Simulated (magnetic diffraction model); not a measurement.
## Sr₂CeMnO₅: what an assumed order does to the neutron pattern

Space group Ima2 (no. 46), a = 17.1680 Å, b = 5.7890 Å, c = 5.5530 Å.

| site | atom | x | y | z |
| --- | --- | --- | --- | --- |
| 4b | Ce | 3/4 | 0.4627 | 0.4527 |
| 8c | Sr | 0.8972 | 0.9771 | 0.4911 |
| 4a | Mn | 0 | 0 | 0.0205 |
| 8c | O | 0.5180 | 0.2450 | 0.7702 |
| 8c | O | 0.6294 | 0.5797 | 0.5564 |
| 4b | O | 3/4 | 0.4170 | 0.0495 |

The compound is invented for this exercise: a known structure type with other elements, its cell scaled to their sizes and not relaxed.

Only Mn is taken to order (form factors of Mn2+); orders and moment sizes are assumed, and not adapted to the symmetry. Radiation: neutrons of λ = 2.0775 Å, 5° to 45°; isotropic B of 0.19 Å² (Ce), 0.29 Å² (Sr), 0.23 Å² (Mn) and 0.39 Å² (O). The intensities are simulated: I ∝ L Σ (|F_N|² + |F_M⊥|²) for unpolarised neutrons, with F_M = 2.695 fm/μB × Σ f(s) S exp(2πi Q·r) exp(−B s²) at Q = H ± k (one set where k and −k are equivalent), only the part normal to Q counting and L = 1/(sin²θ cos θ). For collinear order S is the moment m, which repeats by lattice and centring translations R with the sign exp(−2πi k·R). Form factors are spin-only for 3d ions and dipole or tabulated for f ions, scattering lengths are Sears's of 1992, and absorption is left out. A label names one of the reflections at its angle. The strongest nuclear line in the range is 100, and lines under 0.2 are left out.

Assume the order k = (0 0 1), collinear moments along [101], 3.81 μB on Mn; signs + at (0, 0, 0.0205), − at (0, 1/2, 0.5205).

Q: Where does magnetic intensity appear, and how strong is it?

```
2θ (°)    index  nuclear  magnetic
 20.67  (0 1 0)      0.0      53.5
 21.56  (0 0 1)      0.0      44.0
 25.00  (2 1 0)      0.0      49.3
 25.75  (2 0 1)      0.0      42.7
 28.01  (4 0 0)     12.3       0.0
 29.57  (3 1 0)     19.0       0.0
 30.05  (0 1 1)     39.9       0.0
 33.24  (2 1 1)     61.6       0.0
 35.07  (4 1 0)      0.0      12.1
 35.62  (4 0 1)      0.0      11.1
 41.19  (5 1 0)     70.9       0.0
 41.54  (4 1 1)     41.1       0.0
 42.06  (0 2 0)     21.1       0.0
 42.57  (6 0 0)     29.3       0.0
 43.94  (0 0 2)     40.9       0.0
 44.51  (2 2 0)    100.0       0.0
```

The strongest magnetic line in the range is (0 1 0) at 20.67° (53.5). On top of the Lorentz factor, which all lines share, magnetic lines fade with angle because f falls: for Mn2+ it is 0.90, 0.66, 0.41 and 0.12 at sin θ/λ = 0.1, 0.2, 0.3 and 0.5 Å⁻¹, while nuclear lengths stay constant. The order has no net moment.

[Logs are printed without paths, hosts, clocks, repeated set-up lines and the standing remarks that a program may print on its own settings, such as how far it seeks lower states.]
